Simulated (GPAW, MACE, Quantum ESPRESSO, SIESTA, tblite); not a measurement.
# Predicting plane-wave site energies from SIESTA DZP, PBE: Si in place of C in Cu(111)/C(111) interface (72 atoms)

The cell holds 72 atoms: 18 Cu and 54 C. Cell: a = 6.718 Å, b = 7.618 Å, c = 10.557 Å, α = 90.0°, β = 90.0°, γ = 100.9°. Fcc Cu(111), 2 repeat layers, 9 surface cells, strained -0.66 and -0.66 %; diamond-structure C(111), 3 layers, 9 cells, +0.67 and +0.67 %; outer planes 2.18 Å apart and 1.67 Å at the second interface of the periodic stack; not relaxed, displaced by a Gaussian of 0.02 Å. Then the atoms were relaxed with MACE MPA-0 medium in the fixed cell. Regions: Cu, 18 atoms (18 Cu); C, 54 atoms (54 C).

Calculated with Quantum ESPRESSO 7.5: PBE; plane waves, SSSP efficiency, 60/480 Ry; k-points Γ. The cheaper level is PBE; DZP orbitals, shift 0.01 Ry, mesh 500 Ry; k-points Γ. Each row is one cell with Si in place of C, relaxed with MACE MPA-0 medium; both levels solve the same cells, and energies are counted from site C44 at each level.

| energy from SIESTA DZP, PBE (eV) | energy from plane waves (eV) | site |
| --- | --- | --- |
| 0.000 | 0 | C44 |
| 0.023 | 0.03082 | C65 |
| 1.014 | ? | ? |
| 1.563 | 1.457 | C69 |
| 1.596 | 1.492 | C52 |

In doubt: a PseudoDojo file used here is known to give poor structures and forces (SIESTA), which bears on pressures, cells, forces and phonons.

**Question.** Fit a straight line to the rows given and interpolate to the withheld row.

Worked fit:

Take u as the energy from SIESTA DZP, PBE and v as that from plane waves.

| u (eV) | v (eV) |
| --- | --- |
| 0 | 0 |
| 0.0229070 | 0.0308150 |
| 1.56334 | 1.45716 |
| 1.59640 | 1.49153 |

With n = 4: mean u = 0.795663, mean v = 0.744877, Σ(u − ū)² = 2.4607, Σ(u − ū)(v − v̄) = 2.2891. Slope b = 2.2891 / 2.4607 = 0.93027; intercept a = v̄ − b ū = 0.0046989.

At the withheld site u = 1.014, and v = a + b u.

Prediction at 1.014: 0.9475 eV. The run gave 0.9379 eV, so the fit is high by 0.0096 eV (1.0 % of the value).

The slope of 0.93 says that SIESTA DZP, PBE spreads the sites about as widely as plane waves do. Taken as it stands, without the line, its value misses the withheld site by 0.076 eV. Among the rows given, the largest miss of the fit is at 0.023, by 0.0048 eV (0.32 % of the range of the table).

Limits: Few sites, one cell. The geometries are those of MACE MPA-0 medium, not of DFT.

[Hosts, paths, dates, database ids (printed as entryN), source tags and the programs' standing remarks are cut or masked in the printed files.]
